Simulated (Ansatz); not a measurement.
# 2H-VSSe monolayer in a perpendicular field, part 2 of 2

What dipole does a perpendicular field induce in the 2H-VSSe monolayer? A positive field points along +c.

Ansatz 0.2.0; plane-wave DFT, PBE-D3(BJ), Ansatz PAW.

So far. Step 2 (Relaxing the slab): The lattice constant a goes from 3.250 to 3.219 Å.

**3. Atoms held, field 0**

A sawtooth potential applies the field, turning back in the middle of the vacuum. With the dipole correction the typed value is the field outside the slab. The induced dipole is small, so the SCF threshold is tight.

The cell differs from the one that the last finished run ended in (c 37.766 → 21.086 Å).

File input.yaml:

```yaml
crystal:
  lattice:
    - [3.2188412086, 0.0, 0.0]
    - [-1.6094206043, 2.7875982574, 0.0]
    - [0.0, 0.0, 21.0860699138]
  atoms:
    - { symbol: Se, position: [0.3333333333, 0.6666666667, 0.4268220696], spin: -0.05 }
    - { symbol: V, position: [0.0, 0.0, 0.5056850559], spin: 0.75 }
    - { symbol: S, position: [0.3333333333, 0.6666666667, 0.5731779304] }
magnetization:
  spin_polarized: true
kpoints:
  mp_grid: { grid: [18, 18, 1] }
  band_path:
    path: [[0, 0, 0], [0.5, 0, 0], [0.33333333, 0.33333333, 0], [0, 0, 0]]
    npoints: 16
hamiltonian:
  xc: pbe
  dispersion: d3bj
scf:
  occupations: { method: fermi_dirac, width: 0.02585 }
  convergence: { dr2_threshold: 1.0e-10 }
efield:
  axis: 3
  dipole_correction: true
  ramp_position: 0.97
  ramp_width: 0.06
  amplitude: 0
output:
  dos: { projected: true, e_range: [-6, 5] }
  write_potential: true
  write_density: true
  volumetric_format: npy
  elf: true
```

Started as:

```bash
$ ansatz run input.yaml --threads 2 --pin off --max-ram 3072MiB --backend cpu --events-out ev --progress --plain --runs-dir out
```

Numbers of over 12 decimals in the logs are rounded to 6 here.

The log of the run:

```text
[...]
Crystal: 3 atoms, lattice volume = 189.202 Å³
Basis set: ecut = 420 eV, 3779 PW (Γ)
Bands: 22, of which v1, the nominal top of the filled ones, is band 18 counted from 1 (17 counted from 0)
Symmetry: 6 space group operations
k-points: 37 of 324 (time reversal used)
[...]
Starting moments: Σ|m| = 0.8 μB on 2 of 3 sites
[...]
SCF iter   1: F=—  HF=-9287.278529 eV  |F-HF|=—  |Δ(HF+E_count)|=         —  Δρ=2.01e-2 (↑2.01e-2 ↓1.21e-2)  dr2=3.18e0  dr2_m=8.69e-2  M=0.402 μB ∫|m|=0.458 μB  β_m=0.70  ethr=3.10e-3  p=0.000 e·Å  D=7.49e-7 V/Å  ΔV_dip=-0.00 eV  dr2_dipole=2.73e-1  V_vac-E_F(+/−)=6.62/6.62 eV  ⟨swp⟩=10.1  Hψ=9726  notcnv=0
[...]
efield: sawtooth ramp at fractional position 0.9700 (set: `efield.ramp_position`, or a place that a band, a saddle search or an elastic batch's reference lends), width 0.0600; the density the first Hamiltonian is built on has a dipole p = 0.000 e·Å; the dipole correction subtracts the counter field D = 7.49e-7 V/Å, which shifts the + side's vacuum level by -0.00 eV against the − side's; the planar-averaged density in the ramp window peaks in size at 7.4e-6 e/Å³
[...]
SCF iter   2: F=—  HF=-9286.734522 eV  |F-HF|=—  |Δ(HF+E_count)|=   5.44e-1  Δρ=9.20e-3 (↑9.20e-3 ↓8.14e-3)  dr2=9.24e-1  dr2_m=3.25e-3  M=0.471 μB ∫|m|=0.512 μB  β_m=0.40  ethr=3.10e-3  p=-0.022 e·Å  D=-2.13e-2 V/Å  ΔV_dip=0.45 eV  dr2_dipole=8.93e-2  V_vac-E_F(+/−)=6.08/5.63 eV  ⟨swp⟩=2.0  Hψ=2962  notcnv=0  defer=2
density mixer auto → msr1: a metal under ldos (density of states about μ 1.09 of a free-electron gas's, 12 screened modes)
SCF iter   3: F=—  HF=-9286.784817 eV  |F-HF|=—  |Δ(HF+E_count)|=   5.03e-2  Δρ=6.40e-3 (↑4.08e-3 ↓6.40e-3)  dr2=1.12e-1  dr2_m=2.90e-2  M=0.625 μB ∫|m|=0.682 μB  β_m=0.64  ethr=2.64e-3  p=-0.027 e·Å  D=-2.61e-2 V/Å  ΔV_dip=0.55 eV  dr2_dipole=7.30e-3  V_vac-E_F(+/−)=5.75/5.20 eV  ⟨swp⟩=2.0  Hψ=2433  notcnv=0  defer=2
[...]
SCF iter  14: F=-9286.872900 eV  HF=-9286.872900 eV  |F-HF|=9.46e-11  |Δ(HF+E_count)|=  1.66e-10  Δρ=7.68e-8 (↑7.68e-8 ↓6.28e-8)  dr2=3.34e-11  dr2_m=5.12e-12  M=0.960 μB ∫|m|=1.173 μB  ethr=1.00e-12  p=-0.021 e·Å  D=-2.05e-2 V/Å  ΔV_dip=0.43 eV  dr2_dipole=3.33e-12  V_vac-E_F(+/−)=5.77/5.34 eV  ⟨swp⟩=2.5  Hψ=5278  notcnv=0
SCF 1 converged in 14 iterations: F = -9286.872900 eV  dr2 = 3.34e-11
[...]
NSCF: frozen V_eff on 49 k-points
efield: sawtooth ramp at fractional position 0.9700 (kept from the solve that this one continues, or follows in the run), width 0.0600; the density the first Hamiltonian is built on has a dipole p = -0.021 e·Å; the dipole correction subtracts the counter field D = -2.05e-2 V/Å, which shifts the + side's vacuum level by +0.43 eV against the − side's; the planar-averaged density in the ramp window peaks in size at 7.1e-6 e/Å³
SCF converged after 14 iterations
Magnetization: 0.9603 μB (17.9802 up, 17.0198 down)
Absolute magnetization: 1.1697 μB (∫|ρ↑−ρ↓|, with the PAW one-centre terms)
[...]
Per-site moments (μB) at R_I (Å): [(-0.050696, 1.028682), (0.782954, 0.965552), (0.000631791, 0.965552)]
Free energy (F): -9286.872900 eV
[...]
Internal energy: -9286.870937 eV  (E = F + TS)
E sigma→0 (E₀):  -9286.871919 eV
Entropy (-TS):   -0.001963 eV (-0.654 meV/atom)
Fermi energy:    -1.038283 eV
Dipole field:    D = -0.020526 V/Å  (p = -0.021462 e·Å, saw-weighted, corrected)
Work function:   Φ+ = 5.7743 eV   Φ− = 5.3414 eV
Levels:          The Fermi level and band energies are counted from a zero that moves with the ramp; work functions are not
[...]
--- Band table (eV; the first three rows and the last of 74) ---
  k-point 0 ↑: bands = [... 14 lower, -2.8485, -1.8887, -1.8887, -1.0167, 1.5214, 1.5214, 1.8191, 1.8191]
  k-point 1 ↑: bands = [... 14 lower, -2.8552, -1.9370, -1.9144, -1.0311, 1.4168, 1.5290, 1.5944, 1.7782]
  k-point 2 ↑: bands = [... 14 lower, -2.9495, -2.0598, -2.0005, -1.0902, 1.0934, 1.2241, 1.4354, 1.7769]
  k-point 36 ↓: bands = [... 14 lower, -4.2922, -4.1831, -2.4694, -0.3354, 0.7840, 1.4862, 1.7676, 2.7122]
```

Wall time 21 s (2 threads of Intel Xeon Platinum 8375C at 2.90GHz (Ice Lake), shared host); peak memory 0.73 GiB.

Reading the cycles: dr2 is the Hartree energy of the density residual (eV), the measure of convergence; HF is the Harris–Foulkes estimate of the energy, which meets the free energy F at convergence.

This step gave:

```
energy at zero smearing        : -9286.8719 eV
total moment                   : 0.9603 μB
site moments                   : -0.05070, 0.7830, 6.32e-4 μB
work function, upper face      : 5.774 eV
work function, lower face      : 5.341 eV
dipole along the normal        : -0.02146 e·Å
step between the vacuum levels : 0.4328 eV
```

Running mean over a fixed 2.8 Å (it still follows the layers) of the planar mean; the ramp of the sawtooth is left out. The electron's electrostatic potential energy less the Fermi level by z:

z (Å), electron's electrostatic potential energy less the Fermi level (eV) and a bar from the least value:
```
      3.0       5.34 #############################
      3.5       5.34 #############################
      4.0       5.34 #############################
      4.5       5.34 #############################
      5.0       5.34 #############################
      5.5       5.33 #############################
      6.0       5.29 #############################
      6.5       5.09 ############################
      7.0       4.22 ##########################
      7.5       2.52 #######################
      8.0       0.65 ##################
      8.5      -1.18 ##############
      9.0      -3.29 #########
      9.5      -5.52 ####
     10.0      -6.55 ##
     10.5      -6.98 #
     11.0      -7.35 
     11.5      -6.83 #
     12.0      -4.67 ######
     12.5      -2.10 ############
     13.0       0.19 #################
     13.5       2.58 #######################
     14.0       4.67 ###########################
     14.5       5.55 #############################
     15.0       5.73 ##############################
     15.5       5.76 ##############################
     16.0       5.77 ##############################
     16.5       5.77 ##############################
     17.0       5.77 ##############################
     17.5       5.77 ##############################
     18.0       5.77 ##############################
```

The density of states has structure finer than the step of the table below, so its rows give means over 0.2 eV, whole bins alone (the curve runs from -6 to 1.99 eV). Peaks (eV: height): total -4.62: 5.33, -3.68: 4.64, -3.44: 4.61, -1.53: 7.70, -1.37: 8.24, 1.22: 4.91, 1.31: 11.4; up -4.62: 3.67, -3.71: 3.48, -2.14: 2.24, -1.53: 7.09, -0.51: 3.32, 1.22: 4.91, 1.31: 11.4; down -4.54: 2.60, -3.49: 4.00, -3.44: 4.20, -1.75: 1.97, -1.37: 6.37, -0.87: 2.06, 0.29: 3.18.

The density of states by energy, zero at the Fermi level; means over each step; values in states/eV a cell:

```tsv
energy (eV)	total	up	down
-5.8	0.180	0.180	0
-5.6	0.729	0.434	0.294
-5.4	1.03	0.592	0.440
-5.2	1.42	0.868	0.555
-5.0	2.00	1.10	0.894
-4.8	2.12	1.06	1.06
-4.6	4.04	2.19	1.85
-4.4	2.26	0.577	1.68
-4.2	0.935	0.487	0.447
-4.0	1.69	1.19	0.497
-3.8	2.75	1.85	0.896
-3.6	3.78	1.65	2.13
-3.4	2.25	0.547	1.70
-3.2	1.45	0.795	0.651
-3.0	2.07	1.11	0.960
-2.8	2.28	1.25	1.04
-2.6	2.75	1.59	1.17
-2.4	2.87	1.38	1.49
-2.2	2.66	1.40	1.26
-2.0	1.84	0.791	1.05
-1.8	1.93	0.654	1.27
-1.6	2.78	2.20	0.582
-1.4	5.18	2.44	2.74
-1.2	3.74	1.97	1.77
-1.0	2.73	1.29	1.45
-0.8	1.80	0.531	1.27
-0.6	2.26	1.75	0.506
-0.4	1.72	1.71	0.0137
-0.2	0.845	0.845	0
0.0	0.807	0.364	0.443
0.2	1.66	0	1.66
0.4	1.56	0	1.56
0.6	0.855	0	0.855
0.8	0.755	0.356	0.399
1.0	1.13	1.02	0.104
1.2	2.64	2.64	0
1.4	3.35	3.35	0
1.6	1.15	1.15	0
1.8	1.12	0.785	0.334
```

Projected DOS per atom over height of the atomic layer and energy from the Fermi level. Layers: Se V S from below.

Ten even steps from '0' (0.03 states/eV) to '9' (1.83 states/eV), each cell a mean:
```
270
291
060
030
070
030
061
351
853
957
333
355
355
324
313
648
313
324
536
313
201
000
```
Columns: height of the atomic layer (Å) from 9 to 12.1 (not evenly spaced); rows upwards: energy from the Fermi level (eV) from -5.96 to 1.96.

Projected DOS per atom, spin up over height of the atomic layer and energy from the Fermi level. Layers: Se V S from below.

Ten even steps from '_' (0.00 states/eV) to '@' (1.76 states/eV), each cell a mean:
```
..::__
::@@..
__**__
__..__
______
__..__
__**..
__--..
----..
++----
....__
..--::
..----
....::
..__..
--::==
::..::
..__..
--::--
....::
..__..
______
```
Columns: height of the atomic layer (Å) from 9 to 12.1 (not evenly spaced); rows upwards: energy from the Fermi level (eV) from -5.96 to 1.96.

Projected DOS per atom, spin down over height of the atomic layer and energy from the Fermi level. Layers: Se V S from below.

Values in states/eV, 22 rows by 3 columns, each cell a mean:
```
0.19 1.01 0.04
0.00 0.00 0.00
0.00 0.02 0.01
0.02 0.47 0.07
0.09 1.32 0.15
0.03 0.41 0.07
0.02 0.03 0.00
0.45 0.38 0.11
0.80 0.33 0.44
0.83 0.40 0.67
0.31 0.40 0.46
0.31 0.44 0.50
0.33 0.39 0.52
0.33 0.20 0.45
0.35 0.19 0.42
0.66 0.33 0.80
0.25 0.10 0.20
0.49 0.30 0.58
0.50 0.27 0.58
0.31 0.14 0.27
0.20 0.08 0.14
0.00 0.00 0.00
```
Columns: height of the atomic layer (Å) from 9 to 12.1 (not evenly spaced); rows upwards: energy from the Fermi level (eV) from -5.96 to 1.96.

Deep bands are left out, so band numbers here count from the lowest band kept and differ from the log's. Electronic bands along the path, in eV, zero at the Fermi level; # counts the bands kept:

```tsv
point	up #5	up #6	up #7	up #8	down #4	down #5	down #6	down #7
Γ	-0.85	-0.85	0.02	2.56	-1.74	-0.48	-0.48	0.94
halfway	-1.36	-1.22	-0.52	1.37	-1.86	-1.29	-0.88	0.34
M	-1.54	-0.84	-0.75	1.07	-2.32	-1.40	-0.76	0.03
halfway	-2.44	-1.52	-0.33	0.97	-2.78	-2.32	-1.38	0.46
K	-3.19	-1.60	-0.13	0.71	-3.25	-3.14	-1.43	0.70
halfway	-1.73	-1.12	-0.49	1.25	-2.39	-1.50	-0.98	0.32
Γ	-0.85	-0.85	0.02	2.56	-1.74	-0.48	-0.48	0.94
```

Site moment by atom:

```tsv
atom	site moment (μB)
Se1	-0.051
V2	0.783
S3	0.001
```

Spin density in the ca plane at fractional y = 0.667, with atoms of Se and S within 0.2 Å of it.

Ten even steps from '0' (-1.51 × 1e-2 e/Å³) to '9' (8.12 × 1e-2 e/Å³), each cell a mean:
```
11111111111111111111112598321111111111111111
11111111111111111111112598422111111111111111
11111111111111111110012465211111111111111111
11111111111111111100001232100122111111111111
11111111111111111111200111000353211111111111
11111111111111111112200111001353211111111111
11111111111111111100000222100132111111111111
11111111111111111110001354211111111111111111
```
Columns run along c (16.0 Å, from fractional 0.09 to 0.85 of the cell), rows up along a (3.2 Å). Atoms in or near the plane, at fractional coordinates: Se at (0.43, 0.33), S at (0.57, 0.33).

ELF in the ca plane at fractional y = 0.667, with atoms of Se and S within 0.2 Å of it. It is the smooth field of the valence electrons, not physical close to the nuclei.

Ten even steps from '0' (0.00) to '9' (0.93), each cell a mean:
```
00000000000000000123432111133321000000000000
00000000000000000122331111122210000000000000
00000000000000024567775211477765310000000000
00000000000001368887777423788899752000000000
00000000000002579985357424762599974100000000
00000000000002579984257424751499974100000000
00000000000001368987677424787899852100000000
00000000000000125777776212578876420000000000
```
Columns run along c (16.0 Å, from fractional 0.09 to 0.85 of the cell), rows up along a (3.2 Å). Atoms in or near the plane, at fractional coordinates: Se at (0.43, 0.33), S at (0.57, 0.33).

Valence density in the ca plane at fractional y = 0.667, with atoms of Se and S within 0.2 Å of it. It is the smooth field of the valence electrons, not physical close to the nuclei.

Values in e/Å³, 5 rows by 16 columns, each cell a mean:
```
 0  0  0  0  0  0  0  0  0  0  0  0  0  0  0  0
 0  0  0  0  0  0  0  0  0  0  0  0  0  0  0  0
 0  0  0  0  0  0  1  8  0  1  1  0  0  0  0  0
 0  0  0  0  0  0  2 15  1  1  1  0  0  0  0  0
 0  0  0  0  0  0  0  1  0  0  1  0  0  0  0  0
```
Columns run along c (16.0 Å, from fractional 0.09 to 0.85 of the cell), rows up along a (3.2 Å). Atoms in or near the plane, at fractional coordinates: Se at (0.43, 0.33), S at (0.57, 0.33).

The work function of the upper face is 5.77 eV.

**4. Single point, field 0.1 V/Å**

input.yaml, as its differences from that of step 3:

```diff
@@ -27,5 +27,4 @@
   ramp_width: 0.06
-  amplitude: 0
+  amplitude: 0.1
 output:
-  dos: { projected: true, e_range: [-6, 5] }
   write_potential: true
@@ -33,2 +32 @@
   volumetric_format: npy
-  elf: true
```

The log of the run:

```text
[...]
Crystal: 3 atoms, lattice volume = 189.202 Å³
Basis set: ecut = 420 eV, 3779 PW (Γ)
Bands: 22, of which v1, the nominal top of the filled ones, is band 18 counted from 1 (17 counted from 0)
Symmetry: 6 space group operations
k-points: 37 of 324 (time reversal used)
[...]
Starting moments: Σ|m| = 0.8 μB on 2 of 3 sites
[...]
k-point 0 ↑: bands = [... 14 lower, -2.8601, -1.8937, -1.8937, -1.0135, 1.5201, 1.5201, 1.8099, 1.8099]
  k-point 1 ↑: bands = [... 14 lower, -2.8655, -1.9421, -1.9205, -1.0279, 1.4155, 1.5281, 1.5851, 1.7686]
  k-point 2 ↑: bands = [... 14 lower, -2.9577, -2.0652, -2.0091, -1.0874, 1.0837, 1.2240, 1.4326, 1.7693]
  k-point 36 ↓: bands = [... 14 lower, -4.2967, -4.1871, -2.4749, -0.3424, 0.7749, 1.4798, 1.7604, 2.7050]
[key lines of the parts left out:]
SCF converged after 14 iterations
Magnetization: 0.9566 μB (17.9783 up, 17.0217 down)
Free energy (F): -9286.872068 eV
Fermi energy:    -1.039690 eV
Dipole field:    D = 0.004610 V/Å  (p = 0.004821 e·Å, saw-weighted, corrected)
```

It took 20 s on 2 threads; peak memory 0.73 GiB.

The dipole is 0.00482 e·Å, 0.0263 e·Å from its value without field.

**5. Single point, field -0.1 V/Å**

input.yaml, as its differences from that of step 4:

```diff
@@ -27,3 +27,3 @@
   ramp_width: 0.06
-  amplitude: 0.1
+  amplitude: -0.1
 output:
```

The log of the run:

```text
[...]
Crystal: 3 atoms, lattice volume = 189.202 Å³
Basis set: ecut = 420 eV, 3779 PW (Γ)
Bands: 22, of which v1, the nominal top of the filled ones, is band 18 counted from 1 (17 counted from 0)
Symmetry: 6 space group operations
k-points: 37 of 324 (time reversal used)
[...]
Starting moments: Σ|m| = 0.8 μB on 2 of 3 sites
[...]
k-point 0 ↑: bands = [... 14 lower, -2.8379, -1.8844, -1.8844, -1.0207, 1.5219, 1.5219, 1.8276, 1.8276]
  k-point 1 ↑: bands = [... 14 lower, -2.8459, -1.9327, -1.9091, -1.0350, 1.4171, 1.5291, 1.6030, 1.7870]
  k-point 2 ↑: bands = [... 14 lower, -2.9422, -2.0552, -1.9927, -1.0937, 1.1021, 1.2235, 1.4373, 1.7838]
  k-point 36 ↓: bands = [... 14 lower, -4.2887, -4.1799, -2.4647, -0.3292, 0.7921, 1.4917, 1.7739, 2.7186]
[key lines of the parts left out:]
SCF converged after 14 iterations
Magnetization: 0.9639 μB (17.9819 up, 17.0181 down)
Free energy (F): -9286.876360 eV
Fermi energy:    -1.037721 eV
Dipole field:    D = -0.045648 V/Å  (p = -0.047729 e·Å, saw-weighted, corrected)
```

Run time: 21 s. Hardware: 2 threads; peak memory 0.73 GiB; 41 s of CPU time.

The dipole is -0.0477 e·Å, -0.0263 e·Å from its value without field.

**6. Response, atoms held**

This step: plane-wave DFT, PBE-D3(BJ), Ansatz PAW; response to a field along the normal, atoms held (Ansatz 0.2.0).

The dipoles give the slope, and the difference of two potentials shows where the field is screened.

This step gave:

```yaml
equivalent_conductor_thickness_p_eps_0ae: 5.299 Å
distance_between_the_outer_atoms: 3.086 Å
```

Dipole of the cell against applied field:

```tsv
applied field (V/Å)	dipole of the cell (e·Å)
-0.1000	-0.0477
0.0000	-0.0215
0.1000	0.00482
```

Total moment against applied field:

```tsv
applied field (V/Å)	total moment (μB)
-0.1000	0.964
0.0000	0.960
0.1000	0.957
```

Local field over the applied field, running mean. From the potentials at -0.1 and 0.1 V/Å; running mean over 2.5 Å. Local field over applied field against z:

```tsv
z (Å)	local field over applied field
4.10	0.999
4.54	0.998
4.98	0.995
5.42	0.988
5.86	0.970
6.30	0.929
6.74	0.849
7.18	0.723
7.61	0.573
8.05	0.417
8.49	0.264
8.93	0.143
9.37	0.0777
9.81	0.0475
10.25	0.0275
10.84	0.0296
11.28	0.0491
11.71	0.0818
12.15	0.164
12.59	0.300
13.03	0.459
13.47	0.616
13.91	0.766
14.35	0.882
14.79	0.948
15.23	0.979
15.67	0.992
16.11	0.997
16.55	0.999
16.99	1.000
```

Electrons, planar mean, per unit field. Table of induced electron density by z:

z (Å), induced electron density (e/Å³ per V/Å) and a bar from the least value:
```
     4.10    0.00000 ###############
     4.39    0.00001 ###############
     4.83    0.00001 ###############
     5.13    0.00003 ###############
     5.56    0.00008 ###############
     5.86    0.00014 ################
     6.15    0.00026 ################
     6.59    0.00062 ##################
     6.88    0.00106 ###################
     7.18    0.00175 ######################
     7.61    0.00312 ############################
     7.91    0.00366 ##############################
     8.35    0.00222 ########################
     8.64    0.00097 ###################
     8.93    0.00079 ##################
     9.37    0.00085 ###################
     9.66    0.00006 ###############
     9.96   -0.00113 ###########
    10.40   -0.00027 ##############
    10.69    0.00097 ###################
    11.13    0.00071 ##################
    11.42   -0.00026 ##############
    11.71   -0.00107 ###########
    12.15   -0.00049 #############
    12.45   -0.00127 ##########
    12.74   -0.00311 ##
    13.18   -0.00372 
    13.47   -0.00280 ####
    13.91   -0.00139 #########
    14.20   -0.00080 ############
    14.50   -0.00045 #############
    14.94   -0.00018 ##############
    15.23   -0.00009 ###############
    15.52   -0.00005 ###############
    15.96   -0.00002 ###############
    16.25   -0.00001 ###############
    16.69    0.00000 ###############
    16.99    0.00000 ###############
```

By hand: between -0.1 and 0.1 V/Å the dipole changes by 0.05255 e·Å, a slope of 0.2627 e·Å²/V. A perfect conductor of thickness t has p = ε₀AEt, so t = 180.95 × 0.2627 / 8.973 = 5.30 Å (e/ε₀ = 180.95 V·Å, A in Å²).

The induced dipole is that of a conductor 5.30 Å thick.

**7. Results**

* gap without field: none
* work function, upper face: 5.77 eV
* step between the vacuum levels: 0.433 eV
* equivalent conductor thickness, atoms held: 5.30 Å

In words: The induced dipole equals that of a perfect conductor 5.30 Å thick, while the outer atoms lie 3.09 Å apart. The two faces differ: the vacuum level above lies 0.43 eV higher than the one below. There is no gap over 0.03 eV, with or without the field. For an open d or f shell that can be the fault of a semilocal functional without a Hubbard term. The magnetic order is the one reached from the typed start; other orders were not compared. Spin-orbit coupling is left out.

[Logs are printed without paths, hosts, clocks, repeated set-up lines and the standing remarks that a program may print on its own settings, such as how far it seeks lower states.]

[Hosts, paths, dates, database ids (printed as entryN), source tags and the programs' standing remarks are cut or masked in the printed files.]

[Maps of the electrostatic potential energy from Ansatz leave out the sawtooth potential of an applied field or a dipole correction, so their vacuum need not be flat; planar profiles and work functions include it.]
